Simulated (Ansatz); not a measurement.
# NaCuS2: relaxing a made-up structure

Starting from a made-up structure for NaCuS2, the aim is the relaxed cell, its shortest contacts and, where a second run follows, its electronic structure.

Method: DFT, PBEsol, plane-wave PAW, files of the set soft_1, scalar-relativistic, ferromagnetic start, cell and ions relaxed at zero pressure; PAW set soft_1, in the first sound run; inputs show where later runs differ, in Ansatz 0.2.0.

**1. The starting structure**

The structure is orthorhombic, space group Cmcm (No. 63). Conventional cell: a = 4.154 Å, b = 12.872 Å, c = 6.263 Å, α = 90.00°, β = 90.00°, γ = 90.00°. Nearest to Cu lie 4 S at 2.14 to 2.15 Å. S has 2 Cu at 2.14 to 2.15 Å and 3 Na at 2.72 to 2.89 Å nearest. Nearest to Na lie 6 S at 2.72 to 2.89 Å. Farther neighbours and most contacts between anions are not listed.

Coordinates:

```cif
data_structure
_symmetry_space_group_name_H-M 'Cmcm'
_symmetry_Int_Tables_number 63
_cell_length_a 4.1540
_cell_length_b 12.8720
_cell_length_c 6.2630
_cell_angle_alpha 90.000
_cell_angle_beta 90.000
_cell_angle_gamma 90.000
_cell_volume 334.88
loop_
_atom_site_label
_atom_site_type_symbol
_atom_site_symmetry_multiplicity
_atom_site_Wyckoff_symbol
_atom_site_fract_x
_atom_site_fract_y
_atom_site_fract_z
_atom_site_occupancy
Cu1 Cu 4 c 0.00000 0.99550 0.75000 1
S1 S 8 f 0.50000 0.61340 0.99000 1
Na1 Na 4 c 0.00000 0.71730 0.75000 1
```

**2. Relaxing cell and atoms**

The guessed cell has no reason to be at equilibrium. It is relaxed with the atoms, within the space group of the guess.

Input file input.yaml:

```yaml
crystal:
  lattice:
    - [2.077, -6.436, 0.0]
    - [2.077, 6.436, 0.0]
    - [0.0, 0.0, 6.263]
  atoms:
    - { symbol: Cu, position: [0.0045, 0.9955, 0.75], spin: 0.6 }
    - { symbol: Cu, position: [0.9955, 0.0045, 0.25], spin: 0.6 }
    - { symbol: S, position: [0.8866, 0.1134, 0.99] }
    - { symbol: S, position: [0.1134, 0.8866, 0.01] }
    - { symbol: S, position: [0.8866, 0.1134, 0.51] }
    - { symbol: S, position: [0.1134, 0.8866, 0.49] }
    - { symbol: Na, position: [0.2827, 0.7173, 0.75] }
    - { symbol: Na, position: [0.7173, 0.2827, 0.25] }
magnetization:
  spin_polarized: true
kpoints:
  mp_grid: { grid: [7, 7, 5] }
scf:
  occupations: { method: fermi_dirac, width: 0.05 }
hamiltonian:
  xc: pbesol
  pseudopotentials: { kind: paw, azcp: { folder: soft_1 }, xc_functional: pbe }
relax:
  f_tol: 0.015
  max_steps: 70
  cell: {}
output:
  forces: true
  stress: true
```

Run with:

```console
$ ansatz run input.yaml --threads 4 --pin off --max-ram 10240MiB --backend cpu --events-out ev --progress --plain --runs-dir out
```

Numbers of over 12 decimals in the logs are rounded to 6 here.

The log of the run:

```text
Engine: ansatz 0.2.0, aarch64-unknown-linux-gnu
Pseudopotentials: kind: paw
Pseudopotential: Cu, paw, valence charge 19, recommended cutoff 420 eV (normal), soft_1/Cu.paw.azcp
Pseudopotential: S, paw, valence charge 6, recommended cutoff 420 eV (normal), soft_1/S.paw.azcp
Pseudopotential: Na, paw, valence charge 9, recommended cutoff 420 eV (normal), soft_1/Na.paw.azcp
Functional definition: PBEsol
  exchange = pbesol_x
  correlation = pbesol_c
Crystal: 8 atoms, lattice volume = 167.442 Å³
Basis set: ecut = 420 eV, 3275 PW (Γ), exchange–correlation on 96×96×90 points (8 copies of the dense FFT grid, shifted against one another)
Bands: 49, of which v1, the nominal top of the filled ones, is band 40 counted from 1 (39 counted from 0)
Symmetry: 8 space group operations
Space group: Cmcm (ITA 63), of the structure as read, at distance tolerance 5.5e-5 Å
Magnetic group: BNS 63.457 (UNI 555), of the structure as read, at distance tolerance 5.5e-5 Å
k-points: 48 of 245
Non-local potential: Cu, projectors of the file, l = 0: 3, l = 1: 2, l = 2: 3, l = 3: 1
Non-local potential: S, projectors of the file, l = 0: 2, l = 1: 2, l = 2: 1
Non-local potential: Na, projectors of the file, l = 0: 3, l = 1: 2, l = 2: 1
PAW form: soft (Blöchl's): semilocal exchange-correlation on the pseudo side does not see the compensation charge
PAW frozen core: Cu, regenerated for the run's functional, and the local potential with it (the file was generated under x = pbe(κ = 0.804, μ = 0.219515), c = pbe(β = 0.066725))
PAW frozen core: S, regenerated for the run's functional, and the local potential with it (the file was generated under x = pbe(κ = 0.804, μ = 0.219515), c = pbe(β = 0.066725))
PAW frozen core: Na, regenerated for the run's functional, and the local potential with it (the file was generated under x = pbe(κ = 0.804, μ = 0.219515), c = pbe(β = 0.066725))
PAW one-centre angular grid: Cu, 590 points (default); XC on 64 Gauss nodes
PAW one-centre angular grid: S, 110 points (default); XC on 64 Gauss nodes
PAW one-centre angular grid: Na, 110 points (default); XC on 64 Gauss nodes
Initial density: superposition of atomic densities (chi_scale 0.1, normalization cell, long waves kept (reshape's long-wave potential 0.10 eV rms))
Starting moments: Σ|m| = 1.2 μB on 2 of 8 sites
Initial wavefunctions: pseudopotential atomic-orbital guess
Functional: x = pbesol(κ = 0.804, μ = 0.123457), c = pbesol(β = 0.046)
SCF iter   1: F=—  HF=-19677.320224 eV  |F-HF|=—  |Δ(HF+E_count)|=         —  Δρ=1.08e-1 (↑1.08e-1 ↓5.93e-2)  dr2=3.96e1  dr2_m=1.14e0  M=0.043 μB ∫|m|=0.371 μB  β_m=0.30  ethr=3.10e-3  ⟨swp⟩=8.6  Hψ=20556  notcnv=0  defer=23
preconditioner: auto → Kerker (q_TF=auto, 2.412 Å⁻¹)  [metal: Δε(μ)=0.083 eV  Ē_g=8.355 eV  σ=0.050 eV  W_gap=0.37  n_scr=44 (ndim 8)  ℏωp=19.9 eV  f_vac=0.052  D(μ)=0.62/eV (n_scr^D=0)]
spin=Collinear: Kerker preconditioning applied to the charge; magnetization (m = ρ↑ − ρ↓) channel mixes plain (no charge-response kernel on spin).
SCF iter   2: F=—  HF=-19673.887970 eV  |F-HF|=—  |Δ(HF+E_count)|=    3.43e0  Δρ=4.43e-2 (↑1.85e-2 ↓4.43e-2)  dr2=3.20e0  dr2_m=7.45e-1  M=0.049 μB ∫|m|=0.189 μB  β_m=0.30  ethr=3.10e-3  ⟨swp⟩=3.9  Hψ=12391  notcnv=0  defer=276
SCF iter   3: F=—  HF=-19672.903898 eV  |F-HF|=—  |Δ(HF+E_count)|=   9.84e-1  Δρ=2.96e-2 (↑2.96e-2 ↓1.44e-2)  dr2=3.30e0  dr2_m=3.80e-1  M=0.037 μB ∫|m|=0.184 μB  β_m=0.30  ethr=3.10e-3  ⟨swp⟩=2.2  Hψ=9437  notcnv=0  defer=287
SCF iter   4: F=—  HF=-19672.123520 eV  |F-HF|=—  |Δ(HF+E_count)|=   7.80e-1  Δρ=1.65e-2 (↑1.09e-2 ↓1.65e-2)  dr2=3.08e-1  dr2_m=2.22e-1  M=0.036 μB ∫|m|=0.129 μB  β_m=0.30  ethr=3.10e-3  ⟨swp⟩=3.2  Hψ=8847  notcnv=0  defer=282
SCF iter   5: F=—  HF=-19672.140491 eV  |F-HF|=—  |Δ(HF+E_count)|=   1.70e-2  Δρ=1.91e-2 (↑3.91e-3 ↓1.91e-2)  dr2=4.68e-1  dr2_m=1.30e-1  M=0.024 μB ∫|m|=0.094 μB  β_m=0.30  ethr=3.85e-4  ⟨swp⟩=3.2  Hψ=9281  notcnv=0  defer=277
SCF iter   6: F=—  HF=-19672.099734 eV  |F-HF|=—  |Δ(HF+E_count)|=   4.08e-2  Δρ=1.05e-2 (↑4.13e-3 ↓1.05e-2)  dr2=1.05e-1  dr2_m=7.24e-2  M=0.016 μB ∫|m|=0.076 μB  β_m=0.30  ethr=3.85e-4  ⟨swp⟩=2.1  Hψ=7203  notcnv=0  defer=272
Mixer restart at iter 6: flushing history
spin-set hold released at iteration 6 (site moments contracting): the magnetisation degrees of freedom join the quasi-Newton model from the next iteration; the mixer history was flushed
SCF iter   7: F=—  HF=-19672.088952 eV  |F-HF|=—  |Δ(HF+E_count)|=   1.08e-2  Δρ=5.71e-3 (↑5.12e-3 ↓5.71e-3)  dr2=2.75e-2  dr2_m=4.05e-2  M=0.012 μB ∫|m|=0.062 μB  β_m=0.54  ethr=1.31e-4  ⟨swp⟩=1.9  Hψ=4933  notcnv=0  defer=272
SCF iter   8: F=—  HF=-19672.102491 eV  |F-HF|=—  |Δ(HF+E_count)|=   1.35e-2  Δρ=5.31e-3 (↑1.74e-3 ↓5.31e-3)  dr2=6.28e-2  dr2_m=5.32e-3  M=0.005 μB ∫|m|=0.027 μB  β_m=0.46  ethr=3.43e-5  ⟨swp⟩=2.0  Hψ=8989  notcnv=0  defer=272
SCF iter   9: F=—  HF=-19672.092428 eV  |F-HF|=—  |Δ(HF+E_count)|=   1.01e-2  Δρ=2.22e-3 (↑2.22e-3 ↓8.68e-4)  dr2=1.56e-2  dr2_m=8.67e-4  M=0.002 μB ∫|m|=0.015 μB  β_m=0.73  ethr=3.43e-5  ⟨swp⟩=2.1  Hψ=9008  notcnv=0  defer=265
SCF iter  10: F=—  HF=-19672.093453 eV  |F-HF|=—  |Δ(HF+E_count)|=   1.03e-3  Δρ=4.42e-4 (↑4.42e-4 ↓3.95e-4)  dr2=2.97e-3  dr2_m=7.76e-6  M=0.000 μB ∫|m|=0.002 μB  β_m=0.70  ethr=1.96e-5  ⟨swp⟩=1.3  Hψ=5539  notcnv=0  defer=265
SCF iter  11: F=—  HF=-19672.093389 eV  |F-HF|=—  |Δ(HF+E_count)|=   6.40e-5  Δρ=2.13e-4 (↑2.13e-4 ↓1.88e-4)  dr2=1.34e-3  dr2_m=3.19e-6  M=-0.000 μB ∫|m|=0.001 μB  β_m=0.85  ethr=3.71e-6  ⟨swp⟩=2.0  Hψ=5011  notcnv=0  defer=265
SCF iter  12: F=—  HF=-19672.093437 eV  |F-HF|=—  |Δ(HF+E_count)|=   4.77e-5  Δρ=1.85e-4 (↑1.67e-4 ↓1.85e-4)  dr2=2.90e-4  dr2_m=2.21e-7  M=-0.000 μB ∫|m|=0.000 μB  β_m=0.92  ethr=1.67e-6  ⟨swp⟩=2.0  Hψ=5605  notcnv=0  defer=265
SCF iter  13: F=—  HF=-19672.093461 eV  |F-HF|=—  |Δ(HF+E_count)|=   2.41e-5  Δρ=4.91e-5 (↑2.74e-5 ↓4.91e-5)  dr2=7.68e-6  dr2_m=2.59e-7  M=-0.000 μB ∫|m|=0.000 μB  β_m=0.96  ethr=3.62e-7  ⟨swp⟩=2.0  Hψ=6100  notcnv=0  defer=265
SCF iter  14: F=—  HF=-19672.093495 eV  |F-HF|=—  |Δ(HF+E_count)|=   3.37e-5  Δρ=1.13e-5 (↑1.13e-5 ↓9.08e-6)  dr2=1.20e-6  dr2_m=4.63e-9  M=-0.000 μB ∫|m|=0.000 μB  β_m=0.98  ethr=9.60e-9  ⟨swp⟩=2.1  Hψ=6458  notcnv=0  defer=265
SCF iter  15: F=—  HF=-19672.093495 eV  |F-HF|=—  |Δ(HF+E_count)|=   7.07e-7  Δρ=4.06e-6 (↑3.38e-6 ↓4.06e-6)  dr2=2.09e-7  dr2_m=5.82e-9  M=0.000 μB ∫|m|=0.000 μB  β_m=0.99  ethr=1.50e-9  ⟨swp⟩=2.1  Hψ=6219  notcnv=0  defer=265
[...]
relax step   6: F+E_penalty+E_count = -19672.51786047 eV  Δ(F+E_penalty+E_count) = -8.868e-3 eV  max|allowed force component| = 3.059e-3 eV/Å  Δτ_max = 0.0000 Å  P = +0.096 GPa  Ω = 184.891 Å³  stress off target by 1.86e-1 GPa  SCF on the basis re-selected at this cell (its energy is not comparable with the rows above)  (11 SCF iters)
[...]
relax step   7: F+E_penalty+E_count = -19672.51868353 eV  Δ(F+E_penalty+E_count) = -8.231e-4 eV  max|allowed force component| = 5.763e-3 eV/Å  Δτ_max = 0.0133 Å  P = -0.012 GPa  Ω = 186.014 Å³  energy of the carried Pulay correction = -1.410e-4 eV  (7 SCF iters, dr2 threshold 8.62e-8 eV, accepted)
[...]
relax step   8: F+E_penalty+E_count = -19672.51875128 eV  Δ(F+E_penalty+E_count) = -6.775e-5 eV  max|allowed force component| = 2.029e-3 eV/Å  Δτ_max = 0.0044 Å  P = -0.010 GPa  Ω = 186.254 Å³  energy of the carried Pulay correction = -1.643e-4 eV  (9 SCF iters, accepted)
iter 1 solved again at ethr=1.78e-6 eV; its pass at ethr=3.10e-3 eV (dr2=1.42e-3 eV) is discarded
SCF iter   1: F=—  HF=-19672.516518 eV  |F-HF|=—  |Δ(HF+E_count)|=         —  Δρ=9.17e-5 (↑9.17e-5 ↓9.17e-5)  dr2=1.98e-6  dr2_m=2.30e-14  M=-0.000 μB ∫|m|=0.000 μB  β_m=0.30  ethr=1.78e-6  ⟨swp⟩=3.3  Hψ=32400  notcnv=0
eigensolver tolerance schedule: the retry pair's looser diagonalisation over-reported the residual by 718.91 of it (diagonalisation noise at 0.70 of the residual, at the tolerance the schedule requests for it); recorded, not acted on — ethr = c·dr2/N_el stays at c = 1.0e-1
spin=Collinear: Resta preconditioning applied to the charge; magnetization (m = ρ↑ − ρ↓) channel mixes plain (no charge-response kernel on spin).
SCF iter   2: F=—  HF=-19672.517701 eV  |F-HF|=—  |Δ(HF+E_count)|=   1.18e-3  Δρ=6.48e-5 (↑6.48e-5 ↓6.48e-5)  dr2=9.76e-7  dr2_m=1.31e-14  M=-0.000 μB ∫|m|=0.000 μB  β_m=0.40  ethr=2.47e-9  ⟨swp⟩=3.0  Hψ=9318  notcnv=0
SCF iter   3: F=—  HF=-19672.518450 eV  |F-HF|=—  |Δ(HF+E_count)|=   7.49e-4  Δρ=4.01e-5 (↑4.01e-5 ↓4.01e-5)  dr2=5.01e-7  dr2_m=4.94e-15  M=-0.000 μB ∫|m|=0.000 μB  β_m=0.43  ethr=1.22e-9  ⟨swp⟩=2.0  Hψ=6964  notcnv=0
SCF iter   4: F=—  HF=-19672.518866 eV  |F-HF|=—  |Δ(HF+E_count)|=   4.17e-4  Δρ=1.25e-5 (↑1.25e-5 ↓1.25e-5)  dr2=4.26e-8  dr2_m=3.51e-15  M=-0.000 μB ∫|m|=0.000 μB  β_m=0.51  ethr=6.27e-10  ⟨swp⟩=2.0  Hψ=7028  notcnv=0
SCF iter   5: F=—  HF=-19672.518911 eV  |F-HF|=—  |Δ(HF+E_count)|=   4.45e-5  Δρ=2.06e-6 (↑2.06e-6 ↓2.06e-6)  dr2=1.10e-8  dr2_m=4.01e-16  M=-0.000 μB ∫|m|=0.000 μB  β_m=0.68  ethr=5.32e-11  ⟨swp⟩=2.0  Hψ=7410  notcnv=0
SCF iter   6: F=—  HF=-19672.518912 eV  |F-HF|=—  |Δ(HF+E_count)|=   9.93e-7  Δρ=4.24e-7 (↑4.24e-7 ↓4.24e-7)  dr2=2.03e-9  dr2_m=4.18e-16  M=-0.000 μB ∫|m|=0.000 μB  β_m=0.84  ethr=1.37e-11  ⟨swp⟩=2.0  Hψ=6836  notcnv=0
SCF iter   7: F=—  HF=-19672.518907 eV  |F-HF|=—  |Δ(HF+E_count)|=   4.64e-6  Δρ=2.32e-7 (↑2.32e-7 ↓2.32e-7)  dr2=5.24e-10  dr2_m=4.95e-16  M=-0.000 μB ∫|m|=0.000 μB  β_m=0.88  ethr=2.54e-12  ⟨swp⟩=3.0  Hψ=8116  notcnv=0
SCF iter   8: F=—  HF=-19672.518907 eV  |F-HF|=—  |Δ(HF+E_count)|=   1.39e-9  Δρ=2.30e-7 (↑2.30e-7 ↓2.29e-7)  dr2=2.11e-10  dr2_m=8.24e-17  M=0.000 μB ∫|m|=0.000 μB  β_m=0.94  ethr=1.00e-12  ⟨swp⟩=2.0  Hψ=6684  notcnv=0
SCF iter   9: F=-19672.518907 eV  HF=-19672.518907 eV  |F-HF|=2.91e-11  |Δ(HF+E_count)|=  2.91e-11  Δρ=6.30e-8 (↑6.30e-8 ↓6.30e-8)  dr2=2.55e-11  dr2_m=2.45e-17  M=-0.000 μB ∫|m|=0.000 μB  ethr=1.00e-12  ⟨swp⟩=3.1  Hψ=15608  notcnv=0
the starting moments were not kept: the SCF closed with an absolute magnetisation of 1.2e-9 μB, where they sum to 1.2 μB in size (2 sites). That is at most 0.1 of that sum. Measured as dr2_m measures the in/out step, that magnetisation stands 0 eV from none, at or under the dr2_threshold of 8.0e-11 eV: it is no larger than a step whose dr2_m would equal this threshold.
SCF 9 converged in 9 iterations: F = -19672.518907 eV  dr2 = 2.55e-11
relax step   9: F+E_penalty+E_count = -19672.51890725 eV  Δ(F+E_penalty+E_count) = -1.560e-4 eV  max|allowed force component| = 2.051e-3 eV/Å  Δτ_max = 0.0000 Å  P = -0.012 GPa  Ω = 186.254 Å³  stress off target by 1.98e-2 GPa  SCF on the basis re-selected at this cell (its energy is not comparable with the rows above)  (9 SCF iters)
basis re-selected at this cell: Δ(F+E_penalty+E_count) = -1.560e-4 eV, ΔP = -0.002 GPa vs the last step (what re-selecting the basis moved, of the pressure what is left beyond the Pulay correction that the steps carried, after the strain that the cell walked since its last selection, with what the two solves' SCF thresholds leave and, on support functions, any second-order correction that the steps lacked; it is no m [...]
SCF converged after 9 iterations
Magnetization: -0.0000 μB (40.0000 up, 40.0000 down)
Absolute magnetization: 0.0000 μB (∫|ρ↑−ρ↓|, with the PAW one-centre terms)
Spin contamination: 0.0000 ħ² per cell (⟨S²⟩ above its minimum at these occupations)
Per-site moments (μB) at R_I (Å): [(3.9806088776484354e-11, 0.900285), (3.9806158703843584e-11, 0.900285), (-2.3918602075102805e-11, 0.900285), (-2.3918592474922645e-11, 0.900285), (-2.3918563378140054e-11, 0.900285), (-2.391847099706077e-11, 0.900285), (4.181320436382251e-12, 1.207521), (4.181170894350741e-12, 1.207521)]
Free energy (F): -19672.518907 eV
Harris-Foulkes:  -19672.518907 eV  (|F-HF|=2.91e-11)
Internal energy: -19672.517705 eV  (E = F + TS)
E sigma→0 (E₀):  -19672.518306 eV
Entropy (-TS):   -0.001202 eV (-0.150 meV/atom)
Fermi energy:    3.803194 eV
--- Per-component energies (eV) ---
  E_band       = -1680.306564
  E_kinetic    = 1172.381446
  E_local      = -18205.068512  (includes V_loc(G=0)·N_el)
  E_nonlocal   = 2464.505146
  E_hartree    = 7590.965274
  E_xc         = -561.953681
  E_vxc        = -602.023201  (∫ρ·V_xc dr)
  E_paw        = -6481.664381  (= ΣΔE_a)
  E_vpaw       = -1692.034498  (= ΣTr[D̂ρ^β])
  E_aug_tail   = 0.002040  (compensation charges beyond the density's cutoff)
  E_ewald      = -5652.454627
  E_core_change = 0.769590  (= ΣΔE_core)
  E_smearing   = -0.001202  (= −TS)
  E_closure    = -0.000000  (closes the sum)
  Σ components = -19672.518907   (vs F -19672.518907, Δ=0.00e0)
--- Forces (eV/Å), atoms counted from 1 ---
  atom   1  Cu     0.00000000    -0.00066355     0.00000000
  atom   2  Cu     0.00000000     0.00066355     0.00000000
  atom   3  S     -0.00000000    -0.00205112    -0.00085520
  atom   4  S     -0.00000000     0.00205112     0.00085520
  atom   5  S     -0.00000000    -0.00205112     0.00085520
  atom   6  S     -0.00000000     0.00205112    -0.00085520
  atom   7  Na     0.00000000     0.00145376     0.00000000
  atom   8  Na     0.00000000    -0.00145376     0.00000000
  max |Σ_I F_I| component: 4.16e-17 eV/Å
--- Stress (GPa, compression-positive) ---
        0.003264       0.000000       0.000000
        0.000000      -0.019769       0.000000
        0.000000       0.000000      -0.019802
  P = ⅓ Tr σ = -0.0121 GPa (-0.121 kbar)
--- Relaxed structure (7 steps of the walk, 7 accepted, 2 SCFs on fresh bases) ---
  F+E_penalty+E_count = -19672.51890725 eV   max|allowed force component| = 2.051e-3 eV/Å   (the final SCF, on the basis selected at the relaxed cell)
  cell:  # Å, volume = 186.2543 Å³
    - [2.318541, -6.140891, 0.0]
    - [2.318541, 6.140891, 0.0]
    - [0.0, 0.0, 6.540788]
  atoms:
    - { symbol: Cu, position: [0.00314665, 0.996853, 0.750000] }
    - { symbol: Cu, position: [0.996853, 0.00314665, 0.25] }
    - { symbol: S, position: [0.882164, 0.117836, 0.995123] }
    - { symbol: S, position: [0.117836, 0.882164, 0.00487669] }
    - { symbol: S, position: [0.882164, 0.117836, 0.504877] }
    - { symbol: S, position: [0.117836, 0.882164, 0.495123] }
    - { symbol: Na, position: [0.317896, 0.682104, 0.750000] }
    - { symbol: Na, position: [0.682104, 0.317896, 0.25] }
```

The job ended after 78 s (4 threads of Arm Neoverse V2, shared host; peak memory 0.81 GiB; 5.1 min of CPU time).

Relaxation path:

```csv
step,energy less that of the first step (eV),largest force component (eV/Å),pressure (GPa),volume (Å³)
1,0.0000,0.4473,4.23,167.44
2,-0.3377,0.2251,1.30,176.57
3,-0.3994,0.0834,-0.18,186.77
4,-0.4153,0.0219,-0.02,184.95
5,-0.4155,0.0032,0.01,184.89
6*,-0.4244,0.0031,0.10,184.89
7,-0.4252,0.0058,-0.01,186.01
8,-0.4253,0.0020,-0.01,186.25
9*,-0.4254,0.0021,-0.01,186.25
```

Relaxation steps marked * repeat the geometry before them on a plane-wave basis chosen anew for their cell, so energy and pressure can jump there.

The run keeps the 8 symmetry operations that it works with, so distortions that break them were not tested.

```csv
"conventional cell, symmetrised",before,after,change
a (Å),4.154,4.637,+11.6 %
b (Å),12.872,12.282,-4.6 %
c (Å),6.263,6.541,+4.4 %
volume (Å³/atom),20.93,23.28,+11.2 %
```

The atoms that moved most (Å, as changes of fractional coordinates times the final cell):

```csv
atom,dx,dy,dz,length
Na7,0.000,-0.432,0.000,0.432
Na8,0.000,0.432,0.000,0.432
S3,0.000,0.054,0.034,0.064
S4,0.000,-0.054,-0.034,0.064
S5,0.000,0.054,-0.034,0.064
S6,0.000,-0.054,0.034,0.064
Cu2,0.000,-0.017,0.000,0.017
Cu1,0.000,0.017,0.000,0.017
```

The relaxed structure:

```cif
data_structure
_symmetry_space_group_name_H-M 'P 1'
_symmetry_Int_Tables_number 1
_cell_length_a 6.5640
_cell_length_b 6.5640
_cell_length_c 6.5408
_cell_angle_alpha 90.000
_cell_angle_beta 90.000
_cell_angle_gamma 138.631
_cell_volume 186.25
loop_
_atom_site_label
_atom_site_type_symbol
_atom_site_fract_x
_atom_site_fract_y
_atom_site_fract_z
_atom_site_occupancy
Cu1 Cu 0.00315 0.99685 0.75000 1
Cu2 Cu 0.99685 0.00315 0.25000 1
S3 S 0.88216 0.11784 0.99512 1
S4 S 0.11784 0.88216 0.00488 1
S5 S 0.88216 0.11784 0.50488 1
S6 S 0.11784 0.88216 0.49512 1
Na7 Na 0.31790 0.68210 0.75000 1
Na8 Na 0.68210 0.31790 0.25000 1
```

This step gave:

| Item | Value |
| --- | --- |
| free energy | -19672.5189 eV |
| energy at zero smearing | -19672.5183 eV |
| smearing term TS | 0.001202 eV |
| Fermi energy | 3.803 eV |
| gap by band count | 0.3219 eV |
| electrons | 80 |
| symmetry operations | 8 |
| pressure | -0.01210 GPa |

The shortest distance of each pair, which need not be the same contact before and after:

```csv
pair,guess (Å),relaxed (Å)
Cu–S,2.136,2.183
S–S,2.922,2.895
Na–S,2.720,2.927
Cu–Na,3.531,3.248
Cu–Cu,3.134,3.271
```

The relaxation ends with a largest force component of 0.0021 eV/Å and a pressure of -0.01 GPa. No moment survives the cycle: this start ends non-magnetic.

[end of part 1 of 2]

[Logs are printed without paths, hosts, clocks, repeated set-up lines and the standing remarks that a program may print on its own settings, such as how far it seeks lower states.]

[Hosts, paths, dates, database ids (printed as entryN), source tags and the programs' standing remarks are cut or masked in the printed files.]
